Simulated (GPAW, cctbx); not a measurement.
# Na3IrI6: deformation density and structure factors from DFT

Aim: compute the bonding part of the density of Na3IrI6, find which reflections carry it, and see how it biases an ordinary refinement.

The cell comes from substitution in a known structure type and wasn't matched to any measured phase. All numbers below are calculated.

## 1. Relax the structure

The density hangs on the geometry, so cell and atoms are relaxed first, with the symmetry held. The cutoff is set higher than for the density because stress converges slowly with plane waves.

Settings: GPAW 26.7.0, PBE, 570 eV, 2×2×2 k-points, Fermi–Dirac width 0.05 eV, BFGS to 0.03 eV/Å.

```text
cell
1.0
     0.000000000    5.781500000    5.781500000
     5.781500000    0.000000000    5.781500000
     5.781500000    5.781500000    0.000000000
Ir I Na
1 6 3
Direct
0.000000000 0.000000000 0.000000000
0.762700000 0.237300000 0.237300000
0.762700000 0.237300000 0.762700000
0.237300000 0.762700000 0.237300000
0.762700000 0.762700000 0.237300000
0.237300000 0.762700000 0.762700000
0.237300000 0.237300000 0.762700000
0.500000000 0.500000000 0.500000000
0.750000000 0.750000000 0.750000000
0.250000000 0.250000000 0.250000000
```

```console
$ OMP_NUM_THREADS=1 mpirun -n 4 gpaw python run.py > gpaw.log
```

```text
BFGS:    0      -28.102763        0.585829
BFGS:    1      -28.130826        0.497997
BFGS:    2      -28.198023        0.073699
BFGS:    3      -28.198759        0.052823
BFGS:    4      -28.198901        0.050386
BFGS:    5      -28.202079        0.030090
BFGS:    6      -28.203401        0.002658
cell  8.2074 8.2074 8.2074  60.00 60.00 60.00
volume 390.939 A^3, largest force 0.003 eV/A, largest stress 0.00 GPa
```

After 6 steps the volume has changed by +1.1 % and the energy by -0.101 eV; the largest stress left is 0.00 GPa. It took 76 s on 4 cores of Intel(R) Xeon(R) Platinum 8488C (Sapphire Rapids) (shared host), peak memory 1.2 GiB.

Relaxed structure: Fm-3m (no. 225), a = 11.6071 Å, b = 11.6071 Å, c = 11.6071 Å, α = 90.00°, β = 90.00°, γ = 90.00°.

```csv
atom,mult.,x,y,z
Ir1,4,0,0,0
I1,24,0.2320,0,0
Na1,4,1/2,0,0
Na2,8,1/4,1/4,3/4
```

## 2. Density and charge transfer

X-rays see the whole electron density, so the PAW density is rebuilt with its core regions. Subtracting spherical free atoms from the same code cancels the cores and leaves the deformation density Δρ, the part due to bonding.

Settings: PBE, 450 eV, 3×3×3 k-points, Fermi–Dirac width 0.05 eV; primitive cell of 10 atoms.

```console
$ OMP_NUM_THREADS=1 mpirun -n 4 gpaw python run.py > gpaw.log
```

```text
|iter:   1|       0s |  -28.725260 | -0.34 |       |
|iter:   2|       1s |  -28.650209 | -1.99 | -1.31 |
|iter:   3|       1s |  -28.292493 | -1.88 | -1.33 |
...
|iter:   9|       7s |  -28.243867c| -6.20 | -3.98 |
|iter:  10|       8s |  -28.243868c| -7.10 | -4.62c|
|iter:  11|       9s |  -28.243868c| -7.49c| -5.45c|
```

```text
grid (84, 84, 84)  electrons 428.000  moved by bonding 1.955 e
deformation density beyond 0.5 A of the nuclei: max 0.560, min -0.800 e/A^3
atom        x       y       z   Voronoi charge  moment
Ir1    0.0000  0.0000  0.0000     -0.125       0.00
I 2    0.7680  0.2320  0.2320     -0.155       0.00
I 3    0.7680  0.2320  0.7680     -0.155       0.00
I 4    0.2320  0.7680  0.2320     -0.155       0.00
I 5    0.7680  0.7680  0.2320     -0.155       0.00
I 6    0.2320  0.7680  0.7680     -0.155       0.00
I 7    0.2320  0.2320  0.7680     -0.155       0.00
Na8    0.5000  0.5000  0.5000      0.233       0.00
Na9    0.7500  0.7500  0.7500      0.412       0.00
Na10   0.2500  0.2500  0.2500      0.412       0.00
mean inner potential of superposed free atoms 11.141 V
total magnetic moment 0.000 muB
```

Deformation density in a plane through the shortest contact of the Ir atom at the origin, in 0.01 e/Å³ (clipped at ±99); x from -1.6 to 4.3 Å, y from 2.4 down to -2.4 Å:

```text
  1   1   0  -1   .  -1   0   1   1   0   0   0   0   0   0   1
  0   0  -2  -5  -5  -5  -2  -1   0   0   0   0   0   0   0   0
  0   0   1   3   4   3   1   0   0   0   0   1   1   1   0   0
  0   0   1   1  -1   1   1   0   0   0   1   2   2   1   0   0
  1   1   1  -4 -38  -7   1   1   1  -2  -1   3   3   1   0   0
  3   1  -6  23   .  20  -4   0   3  -4  -2   .  -1  -2  -1  -1
  4   0 -37   .   .   . -45  -3   5  -5   .   .   .  -3  -1  -1
  3   2  -5  22   .  21  -4   0   3  -4  -2   .  -1  -2  -1  -1
  1   1   1  -4 -39  -8   1   1   1  -2  -1   2   3   1   0   0
  0   0   1   2  -1   1   1   0   0   0   1   2   3   1   0   0
  0   0   1   3   4   3   1   0   0   0   0   1   1   1   0   0
  0   0  -2  -5  -5  -5  -2  -1   0   0   0   0   0   0   0   0
  1   1   0  -1   .  -1   0   1   1   0   0   0   0   0   0   1
```

Atoms in or within 0.15 Å of the plane: Ir (0.0, 0.0), I (2.7, 0.0) Å. Dots mark points within about 0.45 Å of a nucleus; large values next to them are atomic features.

I gains most (-0.15 e) and Na loses most (+0.35 e), in averages over each element's sites, as electronegativity suggests. Such charges fall far short of formal ones, since overlapping free atoms already put density on their neighbours. Along the shortest contact from the Ir atom at the map's origin, Ir–I at 2.69 Å, Δρ is +0.04 e/Å³ at the midpoint and highest, +0.05, 1.49 Å from Ir (points within 0.5 Å of a nucleus left out): little piles up between the atoms. At the midpoints of other shortest contacts it is -0.01 (I–Na, 3.11 Å) e/Å³. Point values carry grid noise of about 0.01 e/Å³. The run needed 11 iterations, 23 s.

## 3. From the density to structure factors

The Fourier components of Δρ, added to those of the free atoms, give the static X-ray structure factors; the Mott–Bethe relation turns them into the Fourier components V of the potential that fast electrons feel.

```text
static structure factors of the conventional cell: F in electrons, V (Mott-Bethe) in volts
   h  k  l      d  |F| table  |F| free   |F| DFT   change   |V| free  |V| DFT  change %
   1  1  1  6.7014   394.590   394.681   395.407    0.726     1.673    1.578     -5.7
   0  2  0  5.8036   665.615   665.769   667.602    1.834     3.259    3.078     -5.6
   0  2  2  4.1037    36.200    36.139    33.934   -2.205     0.070    0.179    155.8
   1  3  1  3.4997   202.621   202.544   203.378    0.834     0.578    0.548     -5.2
   2  2  2  3.3507   829.755   830.409   830.757    0.349     4.780    4.769     -0.2
   0  4  0  2.9018  1398.634  1398.866  1399.390    0.524     6.678    6.665     -0.2
   1  3  3  2.6629    39.996    39.733    40.147    0.413     0.205    0.214      4.2
   0  4  2  2.5954   546.129   546.210   546.686    0.476     2.172    2.163     -0.4
   2  4  2  2.3693     5.943     4.966     6.399    1.433     0.164    0.188     14.4
   3  3  3  2.2338   104.587   104.976   104.924   -0.052     0.789    0.789      0.1
   1  5  1  2.2338   470.043   470.061   469.514   -0.547     1.704    1.712      0.5
   0  4  4  2.0519  1228.742  1228.509  1227.859   -0.649     4.916    4.924      0.2
   1  5  3  1.9620   312.468   312.377   311.998   -0.379     0.964    0.968      0.4
   2  4  4  1.9345   469.358   469.352   469.092   -0.260     1.583    1.586      0.2
```

The largest X-ray change is -2.21 e on 022, 6.1 % of |F|. For electrons V goes as (Z − F)/g², and among components above 0.1 V the largest relative change is this: |V| of 242 moves by +14.4 % (0.16 to 0.19 V) against +28.9 % in |F|. The tabulated Hartree–Fock atoms differ from the free DFT atoms by up to 0.98 e, so the choice of reference atom matters too.

## 4. The functional ladder

The same geometry is run with other functionals, to see whether the bonding signal is larger than the spread between approximations. Free atoms are LDA for LDA and PBE otherwise; meta-GGAs and hybrids keep PBE cores. Any other changed setting is in the row's label.

```csv
run,ΔF 022 (e),ΔF 020 (e),ΔF 242 (e),q(I) (e),moved (e),time
PBE,-2.205,+1.834,+1.433,-0.155,1.955,23 s
LDA,-2.086,+1.737,+1.361,-0.143,1.857,21 s
r2SCAN,-2.288,+1.871,+1.751,-0.172,2.136,73 s
PBE width 1.2 (unsound),-0.499,+1.141,+0.519,-0.046,0.888,2.1 min
```

At the base's settings ΔF(022) spans -2.288 to -2.086 e, a spread of 9 % of the PBE value; over the three listed reflections the spread is at most 27 %, so the sign holds and the size hangs on the functional. The run marked unsound (smearing far too wide) misses ΔF(022) by 1.706 e. Times are from shared hosts.

## 5. Refining ordinary atoms against data with bonding

Routine crystallography fits spherical atoms. To see the bias, intensities are simulated from tabulated atoms plus the DFT change ΔF, so that bonding alone can misfit (13106 reflections of the full sphere, merged to the counts below, to 0.5 Å, 0.5 % proportional noise plus counting noise, assumed isotropic U as listed, Δρ smeared by the mean U) and refined with cctbx over different ranges.

| range | data | R1 | GooF | U Ir1 (true 0.0028) | U I1 (true 0.0033) | U Na1 (true 0.0056) | U Na2 (true 0.0056) | largest shift (Å) | Δρ max, min (e/Å³) |
| --- | --- | --- | --- | --- | --- | --- | --- | --- | --- |
| all data | 385 | 0.0024 | 1.14 | 0.0028 | 0.0033 | 0.0056 | 0.0055 | 0.0000 | 0.50, -0.59 |
| low resolution, d > 0.84 | 98 | 0.0020 | 1.32 | 0.0028 | 0.0033 | 0.0056 | 0.0059 | 0.0001 | 0.18, -0.25 |
| high order, d < 0.75 | 254 | 0.0026 | 1.04 | 0.0028 | 0.0033 | 0.0056 | 0.0054 | 0.0000 | 0.25, -0.36 |
| occupancies free, d > 0.7 | 157 | 0.0021 | 1.25 | 0.0028 | 0.0033 | 0.0053 | 0.0053 | 0.0000 | 0.29, -0.44 |

With all data GooF is 1.14, diluted by the many high-angle data; the misfit shows at low resolution; the top residual peak lies 0.62 Å from Ir and 2.39 Å from I. No U is off by more than 3 s.u. at low resolution. With Ir1 held at 1 and the scale free, the other occupancies refine to I1 1.000(0.001), Na1 0.994(0.006) and Na2 0.991(0.005), within three s.u. of full.

## 6. Answer

Bonding moves 1.96 e in the primitive cell of Na3IrI6 and changes the structure factors of the conventional cell in the table above by at most 2.21 e (022, 6.1 %). The shortest bond, Ir–I, has Δρ = +0.04 e/Å³ at its midpoint. At the base's settings ΔF(022) spans -2.288 to -2.086 e, a spread of 9 % of the PBE value; over the three listed reflections the spread is at most 27 %, so the sign holds and the size hangs on the functional. With all data GooF is 1.14, diluted by the many high-angle data. Limits: static density, frozen cores, no spin–orbit coupling.

[Outputs are excerpts: Python notices, other lines and further rows are left out; steps that failed or that the build refused (PBEsol, TPSS) are not shown.]

[Logs are printed without paths, hosts, clocks, repeated set-up lines and the standing remarks that a program may print on its own settings, such as how far it seeks lower states.]
